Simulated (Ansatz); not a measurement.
# A convergence test on CeO2 (Fm-3m): k mesh of the hybrid

Aim: see how gap, energy and time of CeO2 (Fm-3m) follow the k mesh of the hybrid.

Calculated with Ansatz 0.2.0; DFT, HSE06, plane waves, PAW; PAW set soft_1.

## (1) Starting point

Symmetry: Fm-3m, No. 225, cubic system. Conventional cell: a = 5.407 Å, b = 5.407 Å, c = 5.407 Å, α = 90.00°, β = 90.00°, γ = 90.00°. Nearest to Ce lie 8 O at 2.34 Å. Nearest to O lie 4 Ce at 2.34 Å. Farther neighbours and most contacts between anions are not listed.

The cell and positions come from the Crystallography Open Database and are kept as given unless a step says otherwise. Spin-orbit coupling is left out unless a step names it.

## (2) k mesh of the hybrid: 2×2×2

input.yaml reads:

```yaml
crystal:
  lattice:
    - [0.0, 2.70365, 2.70365]
    - [2.70365, 0.0, 2.70365]
    - [2.70365, 2.70365, 0.0]
  atoms:
    - { symbol: Ce, position: [0.0, 0.0, 0.0] }
    - { symbol: O, position: [0.25, 0.25, 0.25] }
    - { symbol: O, position: [0.75, 0.75, 0.75] }
kpoints:
  mp_grid: { grid: [2, 2, 2] }
  band_path:
    path:
      - [0.0, 0.0, 0.0]
      - [0.5, 0.0, 0.5]
      - [0.625, 0.25, 0.625]
      - [0.375, 0.375, 0.75]
      - [0.5, 0.5, 0.5]
      - [0.5, 0.25, 0.75]
      - [0.2625, 0.2625, 0.525]
    npoints: 1
hamiltonian:
  xc: hse06
  pseudopotentials: { kind: paw, azcp: { folder: soft_1 } }
scf:
  occupations: { method: fixed }
  n_extra_bands: 5
output:
  eigenvalues: true
```

Started as:

```
> ansatz run input.yaml --threads 3 --pin off --max-ram 92160MiB --backend cuda --events-out ev --progress --plain --runs-dir out --devices 1 --max-vram 13GiB
```

Numbers of over 12 decimals in the logs are rounded to 6 here.

The program printed:

```text
scf.n_extra_bands = 5 over 12 filled bands (N_el = 24.0): the run solves 17 bands
exact exchange: scf.exx.singularity resolves to wigner_seitz, which cuts the screened interaction at the faces of the exchange supercell's Wigner-Seitz cell, so that each pair interacts once, at the shortest of its separations (the periodic images that this leaves out come, for a point-like exchange hole, to about 0.142 eV on a filled level). The cut falls within the interaction's reach, and what an exchange supercel [...]
GPUs: using 1 of 1 available (devices: 1).
Engine: ansatz 0.2.0, x86_64-unknown-linux-gnu
Pseudopotentials: kind: paw
Pseudopotential: Ce, paw, valence charge 12, recommended cutoff 420 eV (normal), soft_1/Ce.paw.azcp
Pseudopotential: O, paw, valence charge 6, recommended cutoff 420 eV (normal), soft_1/O.paw.azcp
Functional definition: HSE06
  parameter a = 0.25
  parameter omega = 0.11/bohr
  exchange = pbe_x - a*pbe_x_sr(omega) + a*exact_x_sr(omega)
  correlation = pbe_c
davidson cushion auto → on  (no smearing: the cushion is to keep the highest requested band from converging to the state above it; pin scf.eigensolver.cushion to override)
device memory: the entry about to start is reckoned to put 0.8 GiB on a device that reports 43.9 GiB free (of which the cap on the GPU budget leaves the run 13.0 GiB)
GPU FFT provider: cuFFT
GPU libraries: cuBLAS 13.8.2, cuFFT 12.4.0, cuSOLVER 12.3.4
Crystal: 3 atoms, lattice volume = 39.526 Å³
Basis set: ecut = 420 eV, 749 PW (Γ)
Bands: 17, of which v1, the nominal top of the filled ones, is band 12 counted from 1 (11 counted from 0)
Symmetry: 48 space group operations
Space group: Fm-3m (ITA 225), of the structure as read, at distance tolerance 3.4e-5 Å
k-points: 3 of 8
Non-local potential: Ce, projectors of the file, l = 0: 3, l = 1: 2, l = 2: 2, l = 3: 3
Non-local potential: O, projectors of the file, l = 0: 2, l = 1: 2, l = 2: 1
PAW form: soft (Blöchl's): semilocal exchange-correlation on the pseudo side does not see the compensation charge
PAW frozen core: Ce, regenerated for the run's functional, and the local potential with it (the file was generated under x = pbe(κ = 0.804, μ = 0.219515), c = pbe(β = 0.066725))
PAW frozen core: O, regenerated for the run's functional, and the local potential with it (the file was generated under x = pbe(κ = 0.804, μ = 0.219515), c = pbe(β = 0.066725))
PAW one-centre angular grid: Ce, 590 points (default); XC on 64 Gauss nodes
PAW one-centre angular grid: O, 110 points (default); XC on 96 Gauss nodes
Initial density: superposition of atomic densities (chi_scale 0.1, normalization cell, long waves kept (reshape's long-wave potential 0.00 eV rms))
Initial wavefunctions: pseudopotential atomic-orbital guess
GPU buffer pool allocated for 19683 grid points (all kernels)
GPU transforms: local potential and band sums: pruned to the plane-wave sphere, on 25×25×25
Functional: x = pbe(κ = 0.804, μ = 0.219515), c = pbe(β = 0.066725), warm-up for x = pbe(κ = 0.804, μ = 0.219515) + 0.25 (exact − pbe) at short range (hse, ω = 0.207870 Å⁻¹), c = pbe(β = 0.066725); HSE06 as pw.x's `hse` composes it (authors' and Libxc's form: `xc: wpbeh`)
SCF iter   1: F=—  HF=-7715.673132 eV  |F-HF|=—  |Δ(HF+E_count)|=         —  Δρ=4.52e-2  dr2=6.74e-1  ethr=1.00e-1  ⟨swp⟩=3.0  Hψ=148  notcnv=0
preconditioner: auto → none  [insulator: Δε(μ)=2.687 eV  Ē_g=10.389 eV  n_scr=14 (ndim 8)  ℏωp=27.7 eV  f_vac=0.000]
SCF iter   2: F=—  HF=-7715.778992 eV  |F-HF|=—  |Δ(HF+E_count)|=   1.06e-1  Δρ=2.23e-2  dr2=1.49e-1  ethr=2.81e-3  ⟨swp⟩=3.7  Hψ=145  notcnv=0
SCF iter   3: F=—  HF=-7715.843954 eV  |F-HF|=—  |Δ(HF+E_count)|=   6.50e-2  Δρ=2.26e-2  dr2=2.50e-1  ethr=6.20e-4  ⟨swp⟩=3.3  Hψ=142  notcnv=0
iter 4 solved again at ethr=6.55e-6 eV; its pass at ethr=6.20e-4 eV (dr2=1.57e-3 eV) is discarded
SCF iter   4: F=—  HF=-7715.809630 eV  |F-HF|=—  |Δ(HF+E_count)|=   3.43e-2  Δρ=2.25e-3  dr2=8.16e-4  ethr=6.55e-6  ⟨swp⟩=4.3  Hψ=305  notcnv=0
[...]
SCF iter  10: F=-7718.661928 eV  HF=-7718.661940 eV  |F-HF|=1.22e-5  |Δ(HF+E_count)|=   6.13e-5  Δρ=1.71e-4  dr2=1.78e-5  ethr=2.53e-7  ⟨swp⟩=4.0  Hψ=144  notcnv=0
SCF 2 stopped early in 10 iterations: F = -7718.661928 eV  dr2 = 1.78e-5
  greatest PAW one-centre occupation: 0.984 electrons in one spin orbital (limit 2), on the Ce atom at site 0 (counted from 0), in its partial waves of l = 0
hybrid outer 1: dexx = +5.401e-2 eV, tail = 1.69e-4 eV
GPU FFT provider: cuFFT
GPU libraries: cuBLAS 13.8.2, cuFFT 12.4.0, cuSOLVER 12.3.4
GPU buffer pool allocated for 19683 grid points (all kernels)
GPU transforms: local potential and band sums: pruned to the plane-wave sphere, on 25×25×25
Exchange kernel: α = 0.2500, screened, ω = 0.2079 Å⁻¹, Wigner–Seitz truncation, v(0) = 684.4695 eV·Å³, q-mesh 2×2×2, nearest image of the exchange supercell L = 7.65 Å, pair-density grid 15×15×15, without the augmentation charges, whose exchange is taken in its separable form by FFT convolution over the k-point mesh (sized by the pseudopotential files, 24×24×24 at the most), smooth part of the exact exchange by density-matrix convolution in up to 163.0 MiB of GPU memory as planned if the GPU has room (build and FFT work areas not counted)
Frozen-core exchange: fock
SCF iter   1: F=—  HF=-7718.661395 eV  |F-HF|=—  |Δ(HF+E_count)|=         —  Δρ=3.91e-4  dr2=6.32e-5  ethr=3.53e-6  ⟨swp⟩=2.0  Hψ=114  notcnv=0
preconditioner: auto → none  [insulator: Δε(μ)=4.332 eV  Ē_g=12.826 eV  n_scr=14 (ndim 8)  ℏωp=27.7 eV  f_vac=0.042]
SCF iter   2: F=—  HF=-7718.661394 eV  |F-HF|=—  |Δ(HF+E_count)|=   1.17e-6  Δρ=2.65e-4  dr2=3.48e-5  ethr=2.52e-7  ⟨swp⟩=3.7  Hψ=126  notcnv=0
iter 3 solved again at ethr=2.12e-10 eV; its pass at ethr=1.33e-7 eV (dr2=5.08e-8 eV) is discarded
SCF iter   3: F=—  HF=-7718.661388 eV  |F-HF|=—  |Δ(HF+E_count)|=   5.97e-6  Δρ=1.28e-5  dr2=6.59e-7  ethr=2.12e-10  ⟨swp⟩=4.7  Hψ=328  notcnv=0
eigensolver tolerance schedule: the retry pair's looser diagonalisation over-reported the residual by 0.78 of it (diagonalisation noise at 0.79 of the residual, at the tolerance the schedule requests for it); recorded, not acted on — ethr = c·dr2/N_el stays at c = 1.0e-1
SCF iter   4: F=—  HF=-7718.661392 eV  |F-HF|=—  |Δ(HF+E_count)|=   4.18e-6  Δρ=2.25e-5  dr2=1.91e-7  ethr=1.19e-10  ⟨swp⟩=5.0  Hψ=199  notcnv=0
SCF iter   5: F=-7718.661392 eV  HF=-7718.661392 eV  |F-HF|=6.82e-11  |Δ(HF+E_count)|=   5.52e-8  Δρ=3.57e-6  dr2=3.97e-8  ethr=1.19e-10  ⟨swp⟩=4.0  Hψ=191  notcnv=0
SCF 3 converged in 5 iterations: F = -7718.661392 eV  dr2 = 3.97e-8
hybrid outer 2: dexx = +5.502e-6 eV, tail = 1.42e-7 eV, Δε = 6.99e-3 eV (about 2.88e-4 eV left of the loop's levels)
the search or the solves at the SCF's close seem to have found levels that the self-consistency loop had missed (the run counts 1). By its estimate they hold under 1e-12 electrons; where the run keeps them, the occupations were computed again with them
device memory: the entry about to start is reckoned to put 0.3 GiB on a device that reports 53.3 GiB free (of which the cap on the GPU budget leaves the run 13.0 GiB)
NSCF: frozen V_eff on 7 k-points
hybrid SCF converged: 2 outer / 15 inner (+5 warm-up), last move |dexx| = 5.50e-6 eV, tail = 1.42e-7 eV
Stability not checked: this state was not tested for a lower state beside it, because the functional holds exact exchange (a hybrid, or Hartree-Fock), whose exchange loop this test does not read (fock_operator; see scf.lower_state_search)
Free energy (F): -7718.661393 eV
Frozen-core exchange: fock
Harris-Foulkes:  -7718.661393 eV  (|F-HF|=6.82e-11)
Internal energy: -7718.661393 eV  (E = F + TS)
E sigma→0 (E₀):  -7718.661393 eV
Fermi energy:    9.489982 eV
--- Per-component energies (eV) ---
  E_band       = -18.812087
  E_kinetic    = 586.058730
  E_local      = -913.288947  (includes V_loc(G=0)·N_el)
  E_nonlocal   = 189.625981
  E_hartree    = 342.549069
  E_xc         = -238.118169
  E_vxc        = -289.133969  (∫ρ·V_xc dr)
  E_exx        = -63.951210  (= α·E_x^exact, valence–valence)
  E_paw        = -5890.727269  (= ΣΔE_a)
  E_vpaw       = -149.270081  (= ΣTr[D̂ρ^β])
  E_aug_tail   = 0.001514  (compensation charges beyond the density's cutoff)
  E_ewald      = -1730.615845
  E_core_change = -0.195248  (= ΣΔE_core)
  E_smearing   = -0.000000  (= −TS)
  E_closure    = -0.000000  (closes the sum)
  Σ components = -7718.661393   (vs F -7718.661393, Δ=0.00e0)
--- Band table (eV) ---
  k-point 0: bands = [... 8 lower, 5.7470, 9.4900, 9.4900, 9.4900, 14.3006, 14.3085, 14.3085, 14.3085, ... 1 higher]
  k-point 1: bands = [... 8 lower, 8.6265, 8.7114, 9.2195, 9.2195, 13.8144, 14.1178, 14.1178, 14.3212, ... 1 higher]
  k-point 2: bands = [... 8 lower, 8.6920, 9.1699, 9.1699, 9.4696, 13.9555, 14.0449, 14.0449, 14.2472, ... 1 higher]
```

Wall time 8.3 s (1 × NVIDIA H100 80GB HBM3 (shared by 6 runs) with 3 threads of AMD EPYC 7R13 (Zen 3), shared host); peak memory 1 GiB.

In the SCF lines HF is the Harris–Foulkes energy and dr2 the Hartree energy of the density residual, in eV; the loop may stop once dr2 is under the threshold and the program's other checks hold. Hψ counts applications of the Hamiltonian.

This step gave:

- gap: 3.699 eV
- valence top at: k = (0.263, 0.263, 0.525)
- conduction bottom at: L
- least direct gap: 3.860 eV
- exact-exchange fraction: 0.25

The gap is indirect, with the least direct gap 0.16 eV higher.

## (3) k mesh of the hybrid: 4×4×4

input.yaml, as its differences from that of step 2:

```diff
@@ -10,3 +10,3 @@
 kpoints:
-  mp_grid: { grid: [2, 2, 2] }
+  mp_grid: { grid: [4, 4, 4] }
   band_path:
@@ -29 +29,5 @@
   eigenvalues: true
+  write_density: true
+  write_potential: true
+  elf: true
+  volumetric_format: npy
```

The program printed:

```text
[...]
GPUs: using 1 of 1 available (devices: 1).
[...]
GPU FFT provider: cuFFT
GPU libraries: cuBLAS 13.8.2, cuFFT 12.4.0, cuSOLVER 12.3.4
Crystal: 3 atoms, lattice volume = 39.526 Å³
Basis set: ecut = 420 eV, 749 PW (Γ)
Bands: 17, of which v1, the nominal top of the filled ones, is band 12 counted from 1 (11 counted from 0)
[... 1 set-up line as in the run before ...]
[...]
k-points: 8 of 64
[...]
Fermi energy:    10.032715 eV
[...]
--- Band table (eV; the first three rows and the last of 8) ---
  k-point 0: bands = [... 8 lower, 5.6814, 9.4084, 9.4084, 9.4084, 14.1208, 14.1389, 14.1389, 14.1389, ... 1 higher]
  k-point 1: bands = [... 8 lower, 7.1435, 8.9441, 9.1927, 9.1927, 14.0339, 14.0339, 14.1280, 14.1446, ... 1 higher]
  k-point 2: bands = [... 8 lower, 8.5718, 8.6552, 9.1518, 9.1518, 13.6225, 13.9299, 13.9299, 14.1502, ... 1 higher]
  k-point 7: bands = [... 8 lower, 8.8174, 8.8174, 9.2499, 9.2576, 13.7224, 13.9179, 13.9179, 14.1981, ... 1 higher]
[key lines of the parts left out:]
Free energy (F): -7718.910019 eV
```

Run time: 14 s. Hardware: 1 × NVIDIA H100 80GB HBM3 (shared by 6 runs) with 3 threads; peak memory 1 GiB; 17 s of CPU time.

This step gave:

| Property | Result |
| --- | --- |
| gap | 3.586 eV |
| valence top at | k = (0.263, 0.263, 0.525) |
| conduction bottom at | L |
| least direct gap | 3.748 eV |

The gap is 3.586 eV, −0.112 eV from the run before at this level.

## (4) The series

Differences are against the last row; a negative gap means that bands overlap, and a run with a band path holds that path's time. Times are wall times on 1 × NVIDIA H100 80GB HBM3 (shared by 6 runs) with 3 threads of AMD EPYC 7R13 (Zen 3), shared host, good to a factor of about two.

```tsv
k mesh of the hybrid	gap (eV)	direct gap (eV)	gap error (eV)	energy error (meV/atom)	irreducible k	time
2×2×2	3.699	3.860	+0.112	+82.9	3	8.3 s
4×4×4	3.586	3.748	+0.000	+0.0	8	14 s
```

## (5) Summary of results

```json
{
  "2×2×2": "3.699 eV",
  "4×4×4": "3.586 eV"
}
```

**Reading.** The gap holds to 0.02 eV from 4×4×4 on, the last run itself, so the series does not show convergence. At 2×2×2 the gap is off by +0.112 eV and the energy by +83 meV/atom. The gap is read over the mesh and added points near the edges, so meshes differ mainly through the density and, for a hybrid, the exchange operator. The runs have no spin polarisation. For a closed low-spin shell that is the natural state; where a d or f shell is open it is a constraint, and the gap is then not the crystal's own.

[Paths, hosts, dates, memory and timing lines, banners, echoed tables and standing remarks are left out of the program output.]

[Logs are printed without paths, hosts, clocks, repeated set-up lines and the standing remarks that a program may print on its own settings, such as how far it seeks lower states.]

[Runs of the session that timed out or met a known fault of the program may be left out.]

[Cells called generated may have been cut or substituted from an entry of the Crystallography Open Database or the Materials Project.]

[Hosts, paths, dates, database ids (printed as entryN), source tags and the programs' standing remarks are cut or masked in the printed files.]
